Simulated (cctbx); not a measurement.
**ZrTl4Te3 with cctbx, script by script**

Library: cctbx 2025.11. The data are simulated by the first script.

## 1. Simulate the data

run.py:

```python
from cctbx import adptbx, crystal, miller, sgtbx, xray
from cctbx.array_family import flex
from iotbx.shelx import hklf
from scitbx import matrix
import scitbx.random

cs = crystal.symmetry(unit_cell=(8.347, 8.347, 12.881, 90, 90, 90), space_group_symbol='Hall: P 4ab 2n -1ab')  # P4/ncc
atoms = [  # label, site, U (iso, or U11 U22 U33 U12 U13 U23 in A^2), occupancy
    ("Tl1", (0.8837, 0.8294, 0.6045), 0.0048, 1),
    ("Te1", (0.5, 0, 0.9362), 0.0068, 1),
    ("Te2", (0.6746, 0.6746, 0.75), 0.0067, 1),
    ("Zr1", (0.5, 0, 0.6924), 0.0081, 1),
]
xs = xray.structure(crystal_symmetry=cs)
for label, site, u, occ in atoms:
    u = adptbx.u_cif_as_u_star(cs.unit_cell(), u) if isinstance(u, tuple) else u
    xs.add_scatterer(xray.scatterer(label, site=site, u=u, occupancy=occ))
xs.set_inelastic_form_factors(0.71073, "sasaki")
xs.show_summary()
p1 = xs.expand_to_p1()
ms = miller.build_set(p1, anomalous_flag=True, d_min=1.1)
flex.set_random_seed(778732)
scitbx.random.set_random_seed(778732)
ms = ms.select(flex.random_double(ms.size()) < 0.7)
i = ms.structure_factors_from_scatterers(p1, algorithm="direct").f_calc().as_intensity_array().data()
i = i * 20000 / flex.max(i)
sig = flex.sqrt(i + flex.pow2(0.06 * i) + 2 ** 2)
noise = scitbx.random.variate(scitbx.random.normal_distribution())(i.size())
data = ms.array(data=i + sig * noise, sigmas=sig).set_observation_type_xray_intensity()
with open("data.hkl", "w") as f:
    data.export_as_shelx_hklf(f)
print("reflections written:", data.size(), " <I/sigma> = %.1f" % flex.mean(data.data() / data.sigmas()))
for h, a, b in list(data.sort("data"))[:12]:
    print("%4d%4d%4d %9.1f %7.1f" % (h + (a, b)))
```

```console
$ python run.py
```

```text
Number of scatterers: 4
At special positions: 3
Unit cell: (8.347, 8.347, 12.881, 90, 90, 90)
Space group: P 4/n c c :1 (No. 130)
reflections written: 1935  <I/sigma> = 9.4
   0   0   6   20364.2  1208.3
   0   0  -6   19527.9  1208.3
  -3   1   0   19127.2  1015.4
   2  -1  -3   17518.3   989.8
   3  -1   0   17516.4  1015.4
  -2  -1   3   17156.0   989.8
  -2  -1  -3   16786.0   989.8
  -1   2   3   16760.3   989.8
   1  -2   3   16468.0   989.8
   2  -1   3   16407.7   989.8
   1  -3   0   16306.2  1015.4
   1   3   0   16183.1  1015.4
```

It took 0.28 s on 1 thread of Arm Neoverse V2, with other jobs on the host, peak memory 0.07 GiB.

## 2. Refinement (right model)

run.py:

```python
import math
from cctbx import adptbx, crystal, maptbx, sgtbx, xray
from cctbx.array_family import flex
from cctbx.xray import observations
from iotbx.shelx import hklf
from scitbx.lstbx import normal_eqns_solving
from smtbx import absolute_structure, utils
from smtbx.refinement import constraints, least_squares

cs = crystal.symmetry(unit_cell=(8.347, 8.347, 12.881, 90, 90, 90), space_group_symbol='Hall: P 4ab 2n -1ab')  # P4/ncc
atoms = [  # label, site, U (iso, or U11 U22 U33 U12 U13 U23 in A^2), occupancy
    ("Tl1", (0.8841, 0.8314, 0.6036), 0.0200, 1),
    ("Te1", (0.5, 0, 0.9353), 0.0200, 1),
    ("Te2", (0.6779, 0.6779, 0.75), 0.0200, 1),
    ("Zr1", (0.5, 0, 0.6939), 0.0200, 1),
]
xs = xray.structure(crystal_symmetry=cs)
for label, site, u, occ in atoms:
    u = adptbx.u_cif_as_u_star(cs.unit_cell(), u) if isinstance(u, tuple) else u
    xs.add_scatterer(xray.scatterer(label, site=site, u=u, occupancy=occ))
xs.set_inelastic_form_factors(0.71073, "sasaki")
raw = hklf.reader(file_name="data.hkl").as_miller_arrays(crystal_symmetry=cs, anomalous=True)[0]
merged = raw.eliminate_sys_absent().merge_equivalents()
fo2 = merged.array().set_observation_type_xray_intensity()
print("Rint %.3f, %d unique reflections to %.2f A" % (merged.r_int(), fo2.size(), fo2.d_min()))
for sc in xs.scatterers():
    sc.flags.set_grad_site(True)
    sc.flags.set_grad_u_aniso(sc.flags.use_u_aniso())
    sc.flags.set_grad_u_iso(sc.flags.use_u_iso())
obs = fo2.as_xray_observations()
extra = {}
rep = constraints.reparametrisation(xs, [], utils.connectivity_table(xs), **extra)
ls = least_squares.crystallographic_ls(obs, rep, weighting_scheme=least_squares.mainstream_shelx_weighting(a=0, b=0))
print("cycle     R1     wR2    GooF  max shift (A)")
for cycle in range(8):
    ls.build_up()
    r1, wr2, goof = ls.r1_factor(cutoff_factor=2)[0], ls.wR2(), ls.goof()
    old = xs.sites_cart()
    normal_eqns_solving.levenberg_marquardt_iterations(ls, n_max_iterations=3, tau=1e-06, step_threshold=1e-7)
    big = flex.max((xs.sites_cart() - old).norms())
    print("%4d %7.4f %7.4f %7.3f %9.5f" % (cycle + 1, r1, wr2, goof, big))
    ls.build_up(objective_only=True)
    if abs(ls.wR2() - wr2) < 5e-5 and big < 5e-4:
        break
ls.build_up()
print("final R1 %.4f wR2 %.4f GooF %.3f  parameters %d  data/parameter %.1f" % (ls.r1_factor(cutoff_factor=2)[0], ls.wR2(), ls.goof(), ls.n_parameters, fo2.size() / ls.n_parameters))
cov = ls.covariance_matrix_and_annotations()
su = dict(zip(cov.annotations, (math.sqrt(max(v, 0)) for v in cov.matrix.matrix_packed_u_diagonal())))
a2 = cs.unit_cell().reciprocal_parameters()[0] ** -2
print("atom        x        y        z      Ueq    occ   su(xyz)  su(Uiso or U11)")
for sc in xs.scatterers():
    s = max(su.get(sc.label + k, 0) for k in (".x", ".y", ".z"))
    npd = "" if sc.is_positive_definite_u(cs.unit_cell()) else "  NPD"
    print("%-5s %8.5f %8.5f %8.5f %8.4f %6.3f %8.5f %7.4f%s" % ((sc.label,) + sc.site + (sc.u_iso_or_equiv(cs.unit_cell()), sc.occupancy, s, su.get(sc.label + ".uiso", su.get(sc.label + ".u11", 0) * a2), npd)))
fo = fo2.f_sq_as_f()
fc = fo.structure_factors_from_scatterers(xs, algorithm="direct").f_calc()
diff = fo.f_obs_minus_f_calc(1 / math.sqrt(ls.scale_factor()), fc).average_bijvoet_mates()
m = diff.fft_map(symmetry_flags=maptbx.use_space_group_symmetry, resolution_factor=0.25).apply_volume_scaling()
print("difference map: max %.2f min %.2f rms %.2f" % (m.statistics().max(), m.statistics().min(), m.statistics().sigma()))
peaks = m.peak_search(parameters=maptbx.peak_search_parameters(min_distance_sym_equiv=0.6, max_clusters=6)).all()
near = xs.closest_distances(peaks.sites(), distance_cutoff=4)
sps = cs.special_position_settings(min_distance_sym_equiv=0.5)
for k, (x, h) in enumerate(zip(peaks.sites(), peaks.heights())):
    ss = sps.site_symmetry(x)
    print("Q%-3d %7.4f %7.4f %7.4f %4d %7.2f  %.2f A from %s" % ((k + 1,) + tuple(t % 1 for t in ss.exact_site()) + (ss.multiplicity(), h, near.smallest_distances[k], xs.scatterers()[near.i_seqs[k]].label)))
```

```console
$ python run.py
```

```text
Rint 0.046, 181 unique reflections to 1.10 A
cycle     R1     wR2    GooF  max shift (A)
   1  0.0808  0.2327   8.441   0.03997
   2  0.0097  0.0249   0.904   0.00000
final R1 0.0097 wR2 0.0249 GooF 0.904  parameters 10  data/parameter 18.1
atom        x        y        z      Ueq    occ   su(xyz)  su(Uiso or U11)
Tl1    0.88365  0.82948  0.60451   0.0047  1.000  0.00004  0.0002
Te1    0.50000  0.00000  0.93614   0.0066  1.000  0.00007  0.0003
Te2    0.67451  0.67451  0.75000   0.0067  1.000  0.00006  0.0003
Zr1    0.50000  0.00000  0.69241   0.0081  1.000  0.00010  0.0004
difference map: max 0.47 min -0.55 rms 0.15
Q1    0.0855  0.3098  0.3288   16    0.49  1.69 A from Te2
Q2    0.1038  0.3497  0.0994   16    0.47  1.59 A from Te1
Q3    0.0000  0.5000  0.0875    4    0.44  0.30 A from Te1
Q4    0.0000  0.0000  0.0000    4    0.40  2.19 A from Tl1
Q5    0.0786  0.2576  0.4181   16    0.39  2.41 A from Tl1
Q6    0.0657  0.3066  0.9921   16    0.38  1.94 A from Te1
```

Time: 0.41 s.

## 3. Simulate the data

run.py, as its changes from the last script of this kind:

```diff
@@ -21 +21 @@
-ms = miller.build_set(p1, anomalous_flag=True, d_min=1.1)
+ms = miller.build_set(p1, anomalous_flag=True, d_min=0.84)
```

```console
$ python run.py
```

```text
Number of scatterers: 4
At special positions: 3
Unit cell: (8.347, 8.347, 12.881, 90, 90, 90)
Space group: P 4/n c c :1 (No. 130)
reflections written: 4352  <I/sigma> = 9.3
   0   0   6   19811.2  1208.3
  -3  -1   0   18731.3  1015.4
   1   3   0   18400.3  1015.4
   2   1   3   17748.3   989.8
  -1   2   3   17280.1   989.8
  -1  -3   0   16886.5  1015.4
  -1   3   0   16743.0  1015.4
  -2   1   3   16663.7   989.8
   1   2   3   16600.0   989.8
  -2  -1  -3   16466.5   989.8
   2  -1   3   16305.7   989.8
  -1   2  -3   16225.9   989.8
```

Time: 0.27 s.

## 4. Refinement (right model)

run.py, as its changes from the last script of this kind:

```diff
@@ -12,4 +12,4 @@
-    ("Tl1", (0.8841, 0.8314, 0.6036), 0.0200, 1),
-    ("Te1", (0.5, 0, 0.9353), 0.0200, 1),
-    ("Te2", (0.6779, 0.6779, 0.75), 0.0200, 1),
-    ("Zr1", (0.5, 0, 0.6939), 0.0200, 1),
+    ("Tl1", (0.882, 0.8237, 0.6048), 0.0200, 1),
+    ("Te1", (0.5, 0, 0.9354), 0.0200, 1),
+    ("Te2", (0.6753, 0.6753, 0.75), 0.0200, 1),
+    ("Zr1", (0.5, 0, 0.6932), 0.0200, 1),
@@ -21,0 +22 @@
+xs.convert_to_anisotropic()
```

```console
$ python run.py
```

```text
Rint 0.050, 397 unique reflections to 0.84 A
cycle     R1     wR2    GooF  max shift (A)
   1  0.1845  0.5140  18.153   0.04972
   2  0.0110  0.0258   0.910   0.00015
final R1 0.0110 wR2 0.0257 GooF 0.909  parameters 20  data/parameter 19.9
atom        x        y        z      Ueq    occ   su(xyz)  su(Uiso or U11)
Tl1    0.88371  0.82939  0.60451   0.0049  1.000  0.00002  0.0001
Te1    0.50000  0.00000  0.93617   0.0070  1.000  0.00004  0.0002
Te2    0.67465  0.67465  0.75000   0.0068  1.000  0.00003  0.0001
Zr1    0.50000  0.00000  0.69244   0.0081  1.000  0.00006  0.0003
difference map: max 1.08 min -0.80 rms 0.21
Q1    0.0000  0.0000  0.0000    4    1.08  2.19 A from Tl1
Q2    0.0000  0.5000  0.3729    4    0.88  0.84 A from Zr1
Q3    0.0045  0.1826  0.3929   16    0.82  1.56 A from Tl1
Q4    0.0000  0.0000  0.1000    8    0.64  1.72 A from Tl1
Q5    0.1060  0.3825  0.3574   16    0.61  1.47 A from Zr1
Q6    0.1724  0.1988  0.1415   16    0.61  1.41 A from Te2
```

Time: 0.47 s.

## 5. Simulate the data

run.py, as its changes from the last script of this kind:

```diff
@@ -21 +21 @@
-ms = miller.build_set(p1, anomalous_flag=True, d_min=0.84)
+ms = miller.build_set(p1, anomalous_flag=True, d_min=0.6)
```

```console
$ python run.py
```

```text
Number of scatterers: 4
At special positions: 3
Unit cell: (8.347, 8.347, 12.881, 90, 90, 90)
Space group: P 4/n c c :1 (No. 130)
reflections written: 12132  <I/sigma> = 8.5
   0   0   6   20276.1  1208.3
   0   0  -6   20026.7  1208.3
   1   3   0   18609.7  1015.4
  -2   1  -3   17856.5   989.8
  -3  -1   0   17570.6  1015.4
  -2  -1  -3   17408.1   989.8
  -1   2  -3   17334.2   989.8
   2   1   3   17245.5   989.8
  -1  -3   0   17228.0  1015.4
   2  -1  -3   17051.9   989.8
  -1   3   0   17015.8  1015.4
   1  -2   3   16945.1   989.8
```

Time: 0.32 s.

## 6. Refinement (right model)

run.py, as its changes from the last script of this kind:

```diff
@@ -12 +12 @@
-    ("Tl1", (0.882, 0.8237, 0.6048), 0.0200, 1),
+    ("Tl1", (0.8887, 0.8296, 0.603), 0.0200, 1),
@@ -14,2 +14,2 @@
-    ("Te2", (0.6753, 0.6753, 0.75), 0.0200, 1),
-    ("Zr1", (0.5, 0, 0.6932), 0.0200, 1),
+    ("Te2", (0.6729, 0.6729, 0.75), 0.0200, 1),
+    ("Zr1", (0.5, 0, 0.6938), 0.0200, 1),
```

```console
$ python run.py
```

```text
Rint 0.052, 1092 unique reflections to 0.60 A
cycle     R1     wR2    GooF  max shift (A)
   1  0.2604  0.5731  18.387   0.04613
   2  0.0116  0.0292   0.935   0.00001
final R1 0.0115 wR2 0.0292 GooF 0.935  parameters 20  data/parameter 54.6
atom        x        y        z      Ueq    occ   su(xyz)  su(Uiso or U11)
Tl1    0.88369  0.82939  0.60450   0.0048  1.000  0.00001  0.0000
Te1    0.50000  0.00000  0.93622   0.0067  1.000  0.00002  0.0001
Te2    0.67457  0.67457  0.75000   0.0067  1.000  0.00002  0.0001
Zr1    0.50000  0.00000  0.69242   0.0080  1.000  0.00004  0.0001
difference map: max 1.66 min -1.25 rms 0.30
Q1    0.0000  0.5000  0.4456    4    1.67  1.52 A from Te1
Q2    0.1134  0.3500  0.6025   16    1.22  1.50 A from Tl1
Q3    0.1083  0.1688  0.1749   16    1.14  1.12 A from Te2
Q4    0.0000  0.5000  0.3648    4    1.06  0.74 A from Zr1
Q5    0.0023  0.1768  0.1769   16    1.01  1.36 A from Tl1
Q6    0.1675  0.2656  0.5519   16    1.01  1.13 A from Tl1
```

It took 0.47 s on 1 thread of Arm Neoverse V2 (shared host), peak memory 0.09 GiB.

[Logs are printed without paths, hosts, clocks, repeated set-up lines and the standing remarks that a program may print on its own settings, such as how far it seeks lower states.]
